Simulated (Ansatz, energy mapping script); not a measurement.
# EuCd2Sb2: J from the energies of magnetic orders, part 2 of 2

Aim: the exchange couplings of EuCd2Sb2 from the energies of a few collinear orders, and the ordering temperature that they give.

PBEsol with U = 1.5 eV on Eu f, ortho-atomic projectors; plane waves, U on orthogonalised atomic orbitals unless named otherwise, collinear spin, no spin–orbit coupling.

So far. Step 7 (Order 3: parallel, cell B of 15 atoms): The run ends ferromagnetic. For each magnetic atom its energy differs from the parallel run of the first cell by 1.46 meV, an error that one common reference would have brought in. Step 8 (Run 4 (uncompensated ++−; cell B, 15 atoms)): The run ends ferrimagnetic, 4.85 meV a magnetic atom above the parallel order of its cell (energies taken at zero occupation width, not the printed F).

## Step 9: Parallel start in cell C (20 atoms)

input.yaml

```yaml
crystal:
  lattice:
    - [7.115882377, -4.108356606, 0.0]
    - [-4.743921585, 0.0, -7.70451817]
    - [4.743921586, 8.216713212, 0.0]
  atoms:
    - { symbol: Eu, position: [0.0, 0.0, 0.0], spin: 7.0 }
    - { symbol: Eu, position: [0.5, 0.0, 0.25], spin: 7.0 }
    - { symbol: Eu, position: [0.0, 0.0, 0.5], spin: 7.0 }
    - { symbol: Eu, position: [0.5, 0.0, 0.75], spin: 7.0 }
    - { symbol: Cd, position: [0.984014572, 0.63469581, 0.158673952] }
    - { symbol: Cd, position: [0.484014572, 0.63469581, 0.408673952] }
    - { symbol: Cd, position: [0.984014572, 0.63469581, 0.658673952] }
    - { symbol: Cd, position: [0.484014572, 0.63469581, 0.908673952] }
    - { symbol: Cd, position: [0.515985428, 0.36530419, 0.091326048] }
    - { symbol: Cd, position: [0.015985428, 0.36530419, 0.341326048] }
    - { symbol: Cd, position: [0.515985428, 0.36530419, 0.591326048] }
    - { symbol: Cd, position: [0.015985428, 0.36530419, 0.841326048] }
    - { symbol: Sb, position: [0.789460622, 0.24558791, 0.061396978] }
    - { symbol: Sb, position: [0.289460622, 0.24558791, 0.311396978] }
    - { symbol: Sb, position: [0.789460622, 0.24558791, 0.561396978] }
    - { symbol: Sb, position: [0.289460622, 0.24558791, 0.811396978] }
    - { symbol: Sb, position: [0.710539378, 0.75441209, 0.188603022] }
    - { symbol: Sb, position: [0.210539378, 0.75441209, 0.438603022] }
    - { symbol: Sb, position: [0.710539378, 0.75441209, 0.688603022] }
    - { symbol: Sb, position: [0.210539378, 0.75441209, 0.938603022] }
magnetization:
  spin_polarized: true
kpoints:
  mp_grid: { grid: [4, 4, 3] }
hamiltonian:
  xc: pbesol
  hubbard:
    sites:
      - { species: Eu, l: f, u_eff: 1.5 }
      - { site: 0, l: f, u_eff: 1.5, starting_ns: [{ spin: up, occupation_matrix: eu1_major }, { spin: down, occupation_matrix: eu1_minor }] }
      - { site: 1, l: f, u_eff: 1.5, starting_ns: [{ spin: up, occupation_matrix: eu1_major }, { spin: down, occupation_matrix: eu1_minor }] }
      - { site: 2, l: f, u_eff: 1.5, starting_ns: [{ spin: up, occupation_matrix: eu1_major }, { spin: down, occupation_matrix: eu1_minor }] }
      - { site: 3, l: f, u_eff: 1.5, starting_ns: [{ spin: up, occupation_matrix: eu1_major }, { spin: down, occupation_matrix: eu1_minor }] }
    projectors: ortho-atomic
    occupation_matrices:
      eu1_major:
        matrix:
          - [0.989, 0.0, 0.0, 0.0, 0.0, 0.0, 0.005]
          - [0.0, 0.986, 0.0, 0.0, -0.005, 0.0, 0.0]
          - [0.0, 0.0, 0.986, -0.005, 0.0, 0.0, 0.0]
          - [0.0, 0.0, -0.005, 0.982, 0.0, 0.0, 0.0]
          - [0.0, -0.005, 0.0, 0.0, 0.982, 0.0, 0.0]
          - [0.0, 0.0, 0.0, 0.0, 0.0, 0.99, 0.0]
          - [0.005, 0.0, 0.0, 0.0, 0.0, 0.0, 0.982]
      eu1_minor:
        matrix:
          - [0.002, 0.0, 0.0, 0.0, 0.0, 0.0, -0.001]
          - [0.0, 0.001, 0.0, 0.0, 0.0, 0.0, 0.0]
          - [0.0, 0.0, 0.001, 0.0, 0.0, 0.0, 0.0]
          - [0.0, 0.0, 0.0, 0.003, 0.0, 0.0, 0.0]
          - [0.0, 0.0, 0.0, 0.0, 0.003, 0.0, 0.0]
          - [0.0, 0.0, 0.0, 0.0, 0.0, 0.001, 0.0]
          - [-0.001, 0.0, 0.0, 0.0, 0.0, 0.0, 0.002]
scf:
  occupations: { method: fermi_dirac, width: 0.1 }
output:
  eigenvalues: true
```

Launch:

```
ansatz run input.yaml --threads 4 --pin off --max-ram 8192MiB --backend cpu --events-out ev --progress --plain --runs-dir out
```

The job ended after 2.4 min (4 threads of Intel Xeon 6975P-C (Granite Rapids), shared host; peak memory 6.6 GiB).

The run ends ferromagnetic. For each magnetic atom its energy differs from the parallel run of the first cell by 1.28 meV, an error that one common reference would have brought in.

## Step 10: Order 6: uncompensated +++−, cell C of 20 atoms

This order reverses 3 of the 6 neighbours at 4.74 Å, counted for an average magnetic atom.

input.yaml, as its differences from that of step 9:

```diff
@@ -9,3 +9,3 @@
     - { symbol: Eu, position: [0.0, 0.0, 0.5], spin: 7.0 }
-    - { symbol: Eu, position: [0.5, 0.0, 0.75], spin: 7.0 }
+    - { symbol: Eu, position: [0.5, 0.0, 0.75], spin: -7.0 }
     - { symbol: Cd, position: [0.984014572, 0.63469581, 0.158673952] }
@@ -38,3 +38,3 @@
       - { site: 2, l: f, u_eff: 1.5, starting_ns: [{ spin: up, occupation_matrix: eu1_major }, { spin: down, occupation_matrix: eu1_minor }] }
-      - { site: 3, l: f, u_eff: 1.5, starting_ns: [{ spin: up, occupation_matrix: eu1_major }, { spin: down, occupation_matrix: eu1_minor }] }
+      - { site: 3, l: f, u_eff: 1.5, starting_ns: [{ spin: up, occupation_matrix: eu1_minor }, { spin: down, occupation_matrix: eu1_major }] }
     projectors: ortho-atomic
```

The job ended after 2.7 min (4 threads; peak memory 6.6 GiB; 11 min of CPU time).

The run ends ferrimagnetic, 5.04 meV a magnetic atom above the parallel order of its cell (energies taken at zero occupation width, not the printed F).

## Step 11: From energies to couplings

Each energy difference is a sum of couplings weighted by the pairs that the order reverses. A few near shells are fitted to the differences by least squares. Energies are those extrapolated to zero occupation width, not the free energies F.

The orders side by side; each is measured from the parallel order in the same cell and on the same mesh:

```csv
order,atoms,energy (meV a magnetic atom),moments (μB),moments kept as typed,opposed neighbours at 4.74 Å
parallel in cell A,10,0.00,6.89,yes,0
compensated +− in cell A,10,6.79,6.89,yes,4
parallel in cell B,15,0.00,6.89,yes,0
uncompensated ++− in cell B,15,4.85,6.89,yes,2.67
parallel in cell C,20,0.00,6.89,yes,0
uncompensated +++− in cell C,20,5.04,6.89,yes,3
```

Couplings from the energies, with E = −Σ J e·e over ordered pairs:

```csv
pair,distance (Å),neighbours,J (meV)
Eu–Eu,4.74,6,0.860
```

Adding the shell at 7.70 Å gives 0.79 and 0.16 meV.

## Step 12: Summary of results

* lowest order tried: parallel
* largest fitted value, Eu–Eu at 4.74 Å: 0.860 meV

**Reading.** Of the orders tried, EuCd2Sb2 prefers parallel moments under PBEsol+U (1.5 eV). How the layers stack magnetically is not fixed by these couplings. The one fitted coupling is the Eu–Eu pair at 4.74 Å, ferromagnetic at 0.86 meV. The orders also reverse pairs at 7.70, 8.22 and 9.05 Å, which are not fitted, so the fitted values hold their part too. With 3 differences for 1 couplings the fit misses by 0.26 meV at most, a small part of the spread. Moments change by under 0.1 % against the parallel run of the same cell, so their size stays put. Every order is gapless on its mesh at this level. In a metal exchange reaches farther, and a short model of fixed moments is less apt.

[Logs and program files are shortened in this print: banners, set-up blocks, solver, clock and traceback lines can be left out without a mark of their own.]

[Logs are printed without paths, hosts, clocks, repeated set-up lines and the standing remarks that a program may print on its own settings, such as how far it seeks lower states.]

[Hosts, paths, dates, database ids (printed as entryN), source tags and the programs' standing remarks are cut or masked in the printed files.]

[Where a cell is said to come from a database of computed structures, the database is the Materials Project.]
